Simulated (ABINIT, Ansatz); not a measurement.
## How the form of the self-energy moves the gap of Bi2S2O (P4/nmm)

Wanted: the gap of Bi2S2O (P4/nmm) under several approximations, with cost.

Calculated with ABINIT 10.8.3; PBEsol and many-body steps on it, plane waves.

Report form: the programs' logs are mostly left out.

**1. Starting point**

Symmetry: P4/nmm, No. 129, tetragonal system. The conventional cell has a = 3.954 Å, b = 3.954 Å, c = 14.051 Å, α = 90.00°, β = 90.00°, γ = 90.00°. Nearest to Bi lie 5 S at 2.52 to 2.82 Å. Nearest to Bi lie 4 O at 2.34 Å and 4 S at 3.12 Å. Nearest to S lie 4 Bi at 2.82 Å. S has 5 Bi at 2.52 to 3.12 Å nearest. Nearest to O lie 4 Bi at 2.34 Å. Farther neighbours and most contacts between anions are not listed.

The cell and positions are those that the Materials Project relaxed with its own functionals (PBE, PBE+U or r2SCAN), kept fixed. Spin-orbit coupling is left out unless a step names it.

**2. Empty states on the mesh, 4×4×1 mesh, 462 bands**

This step: ABINIT 10.8.3; DFT, PBEsol, plane waves, norm-conserving pseudopotentials.

The sums over transitions need many empty states on a uniform mesh; this step solves for them.

Input file run.abi:

```
acell 3*1.0 Angstrom
rprim 
  3.954101390000 0.000000000000 0.000000000000
  0.000000000000 3.954101390000 0.000000000000
  0.000000000000 0.000000000000 14.050579580000
ntypat 3
znucl 83 16 8
natom 10
typat 1 1 1 1 2 2 2 2 3 3
xred 
  0.000000000000 0.500000000000 0.866495830000
  0.500000000000 0.000000000000 0.133504170000
  0.500000000000 0.000000000000 0.589093140000
  0.000000000000 0.500000000000 0.410906860000
  0.500000000000 0.000000000000 0.894313410000
  0.000000000000 0.500000000000 0.105686590000
  0.000000000000 0.500000000000 0.687487520000
  0.500000000000 0.000000000000 0.312512480000
  0.000000000000 0.000000000000 0.500000000000
  0.500000000000 0.500000000000 0.500000000000
pp_dirpath "pseudos"
pseudos "Bi.upf, S.upf, O.upf"
ecut 42
ngkpt 4 4 1
nshiftk 1
shiftk 0 0 0
kptopt 1
chksymbreak 0
iscf -2
irdden 1
istwfk *1
nband 462
nbdbuf 42
tolwfr 1e-09
nstep 60
prtvol 0
indata_prefix "in"
outdata_prefix "out"
tmpdata_prefix "tmp"
```

On the command line:

```console
$ OMP_NUM_THREADS=1 mpirun -n 8 abinit run.abi > log
```

The job ended after 11 min (8 MPI ranks of AMD EPYC 9R45, shared host; peak memory 1.9 GiB; 1.5 h of CPU time).

This step gave:

```yaml
gap: 0.9451 eV
k_of_the_valence_top: 0.5, 0, 0
k_of_the_conduction_bottom: 0.5, 0, 0
least_direct_gap: 0.9451 eV
k_points_computed: 6
lowest_point_of_the_top_converged_band_above_the_valence_top: 69.8658 eV
```

On this mesh the gap is 0.945 eV.

The density comes from a self-consistent run that is not shown.

**3. Screening, 4×4×1 mesh, 209 bands, screening to 114.3 eV**

The RPA dielectric matrix is built and inverted for each q.

This step: RPA screening on PBEsol, plane waves, norm-conserving pseudopotentials.

run.abi: that of step 2 with these lines changed.

```diff
@@ -28,10 +28,11 @@
 chksymbreak 0
-iscf -2
-irdden 1
 istwfk *1
-nband 462
-nbdbuf 42
-tolwfr 1e-09
-nstep 60
-prtvol 0
+occopt 1
+irdwfk 1
+optdriver 3
+nband 209
+ecuteps 4.2
+inclvkb 2
+awtr 1
+symchi 1
 indata_prefix "in"
```

Run time: 3.7 min. Hardware: 8 MPI ranks; peak memory 9.5 GiB; 29 min of CPU time.

This step gave:

```yaml
eps_infinity_with_local_fields_on_this_mesh_along_the_program_s_q_direction: 24.70
the_same_without_local_fields: 26.77
plasma_frequency: 28.34 eV
plane_waves_in_the_screening_matrix: 613
```

Local fields lower ε∞ by 8 %. On a Γ-centred mesh this coarse the value itself is usually too large, while a short band sum pulls it down.

**4. G0W0, Godby-Needs plasmon pole**

The self-energy is evaluated for the states that the input lists, and the levels follow from it, in one-shot runs by the linearised quasiparticle equation.

This step: G0W0 on PBEsol, plane waves, norm-conserving pseudopotentials.

run.abi: that of step 3 with these lines changed.

```diff
@@ -31,8 +31,17 @@
 irdwfk 1
-optdriver 3
+optdriver 4
 nband 209
+gwcalctyp 0
+ecutsigx 42
+symsigma 1
+nkptgw 2
+kptgw 
+  0.5000000000 0.0000000000 0.0000000000
+  0.0000000000 0.0000000000 0.0000000000
+bdgw 
+  63 66
+  63 66
 ecuteps 4.2
-inclvkb 2
-awtr 1
-symchi 1
+irdscr 1
+ppmodel 1
 indata_prefix "in"
```

Wall time 30 s (8 MPI ranks); peak memory 5.6 GiB; 3.9 min of CPU time.

Numbers from this step:

| Item | Value |
| --- | --- |
| G0W0 gap on the points computed | 1.283 eV |
| starting gap on the mesh | 0.9451 eV |
| k of the valence top | 0.5, 0, 0 |
| k of the conduction bottom | 0.5, 0, 0 |
| Z at the valence top | 0.787 |
| Z at the conduction bottom | 0.801 |
| least direct G0W0 gap on the computed points | 1.283 eV |

The gap on the mesh goes from 0.95 eV to 1.28 eV, a correction of +0.34 eV.

**5. G0W0, Hybertsen-Louie plasmon pole**

run.abi: that of step 4 with these lines changed.

```diff
@@ -45,3 +45,3 @@
 irdscr 1
-ppmodel 1
+ppmodel 2
 indata_prefix "in"
```

The job ended after 28 s (8 MPI ranks; peak memory 5.4 GiB).

This step gave:

```yaml
g0w0_gap_on_the_points_computed: 1.327 eV
starting_gap_on_the_mesh: 0.9451 eV
k_of_the_valence_top: 0.5, 0, 0
k_of_the_conduction_bottom: 0.5, 0, 0
z_at_the_valence_top: 0.846
z_at_the_conduction_bottom: 0.855
least_direct_g0w0_gap_on_the_computed_points: 1.327 eV
```

Against G0W0 in ABINIT (4×4×1 mesh, 209 bands, screening to 114.3 eV, Godby-Needs plasmon pole), the gap moves by +0.044 eV.

**6. G0W0, von der Linden-Horsch plasmon pole**

run.abi: that of step 5 with these lines changed.

```diff
@@ -45,3 +45,3 @@
 irdscr 1
-ppmodel 2
+ppmodel 3
 indata_prefix "in"
```

Run time: 18 s. Hardware: 8 MPI ranks; peak memory 5.2 GiB; 2.3 min of CPU time.

Numbers from this step:

```yaml
g0w0_gap_on_the_points_computed: 1.274 eV
starting_gap_on_the_mesh: 0.9451 eV
k_of_the_valence_top: 0.5, 0, 0
k_of_the_conduction_bottom: 0.5, 0, 0
least_direct_g0w0_gap_on_the_computed_points: 1.274 eV
```

Against G0W0 in ABINIT (4×4×1 mesh, 209 bands, screening to 114.3 eV, Godby-Needs plasmon pole), the gap moves by −0.009 eV.

**7. One-shot COHSEX**

This step: one-shot COHSEX on PBEsol, plane waves, norm-conserving pseudopotentials.

run.abi: that of step 6 with these lines changed.

```diff
@@ -33,3 +33,3 @@
 nband 209
-gwcalctyp 0
+gwcalctyp 7
 ecutsigx 42
@@ -45,3 +45,2 @@
 irdscr 1
-ppmodel 3
 indata_prefix "in"
```

The job ended after 9.1 s (8 MPI ranks; peak memory 3.6 GiB; 71 s of CPU time).

Numbers from this step:

| Quantity | Value |
| --- | --- |
| quasiparticle gap on the points computed | 1.601 eV |
| starting gap on the mesh | 0.9451 eV |
| k of the valence top | 0.5, 0, 0 |
| k of the conduction bottom | 0.5, 0, 0 |
| least direct quasiparticle gap on the computed points | 1.601 eV |

Against G0W0 in ABINIT (4×4×1 mesh, 209 bands, screening to 114.3 eV, Godby-Needs plasmon pole), the gap moves by +0.318 eV.

**8. One-shot Hartree-Fock**

This step: one-shot Hartree-Fock on PBEsol, plane waves, norm-conserving pseudopotentials.

run.abi: that of step 7 with these lines changed.

```diff
@@ -32,4 +32,4 @@
 optdriver 4
-nband 209
-gwcalctyp 7
+nband 68
+gwcalctyp 5
 ecutsigx 42
@@ -43,4 +43,4 @@
   63 66
-ecuteps 4.2
-irdscr 1
+ixc_sigma 40
+fftgw 31
 indata_prefix "in"
```

The job ended after 8.2 s (8 MPI ranks; peak memory 3.5 GiB; 63 s of CPU time).

Numbers from this step:

```
quasiparticle gap on the points computed              : 5.374 eV
starting gap on the mesh                              : 0.9451 eV
k of the valence top                                  : 0.5, 0, 0
k of the conduction bottom                            : 0.5, 0, 0
least direct quasiparticle gap on the computed points : 5.374 eV
```

Against G0W0 in ABINIT (4×4×1 mesh, 209 bands, screening to 114.3 eV, Godby-Needs plasmon pole), the gap moves by +4.091 eV.

**9. The runs together**

Times are wall times on 8 MPI ranks of AMD EPYC 9R45, shared host, good to a factor of about two. A run's time includes the screening step that it read.

```
                                     run   mesh  bands  screening cutoff (eV)  DFT gap (eV)  gap on the mesh (eV)  direct (eV)  ε∞ used     time
          G0W0, Godby-Needs plasmon pole  4×4×1    209                  114.3         0.945                 1.283        1.283    24.70  4.1 min
      G0W0, Hybertsen-Louie plasmon pole  4×4×1    209                  114.3         0.945                 1.327        1.327    24.70  4.1 min
G0W0, von der Linden-Horsch plasmon pole  4×4×1    209                  114.3         0.945                 1.274        1.274    24.70  3.9 min
                         one-shot COHSEX  4×4×1    209                  114.3         0.945                 1.601        1.601    24.70  3.8 min
                   one-shot Hartree-Fock  4×4×1      -                      -         0.945                 5.374        5.374        -    8.2 s
```

**10. Summary of results**

```
G0W0, Godby-Needs plasmon pole           : 1.283 eV
G0W0, Hybertsen-Louie plasmon pole       : 1.327 eV
G0W0, von der Linden-Horsch plasmon pole : 1.274 eV
one-shot COHSEX                          : 1.601 eV
one-shot Hartree-Fock                    : 5.374 eV
known limits                             : not at the basis limit; no spin-orbit coupling; coarse k mesh
```

What this shows: G0W0, Hybertsen-Louie plasmon pole: +0.044 eV against G0W0, Godby-Needs plasmon pole. G0W0, von der Linden-Horsch plasmon pole: −0.009 eV against G0W0, Godby-Needs plasmon pole. One-shot COHSEX: +0.318 eV against G0W0, Godby-Needs plasmon pole. One-shot Hartree-Fock: +4.091 eV against G0W0, Godby-Needs plasmon pole. Bare exchange alone opens the gap to 5.37 eV; against G0W0, correlation takes back 4.09 eV. Static COHSEX lies above G0W0: it lacks the factor Z and overstates the Coulomb hole of the filled states. Bands and cutoff are finite, so the gap is not at the basis limit. The miss can reach some tenths of an eV and take either sign; the mesh is an error of its own. In the G0W0 runs levels were corrected at 2 k points alone, so a gap called «on the mesh» is the least over those, and an edge elsewhere would be missed. The 4×4×1 mesh is coarse for this cell, which bears on the long-range parts of exchange and screening. Where an edge is built on 6p states of lead, bismuth or thallium, scalar-relativistic gaps usually stand too wide, by a few tenths to over one eV. The many-body steps are scalar-relativistic: spin-orbit coupling is not in them.

[Paths, hosts, dates, memory and timing lines, banners, echoed tables and standing remarks are left out of the program output.]

[Logs are printed without paths, hosts, clocks, repeated set-up lines and the standing remarks that a program may print on its own settings, such as how far it seeks lower states.]

[Runs of the session that timed out or met a known fault of the program may be left out.]

[Hosts, paths, dates, database ids (printed as entryN), source tags and the programs' standing remarks are cut or masked in the printed files.]

[G0W0 gaps are taken among the corrected bands and points alone; a level outside them can change the order at an edge.]

[Where Ansatz stands beside ABINIT at settings called matched, ABINIT's density can come from a denser mesh and the files from another edition; pairs whose starting gaps differed by over 0.03 eV were left out, so agreement reads better than it is.]
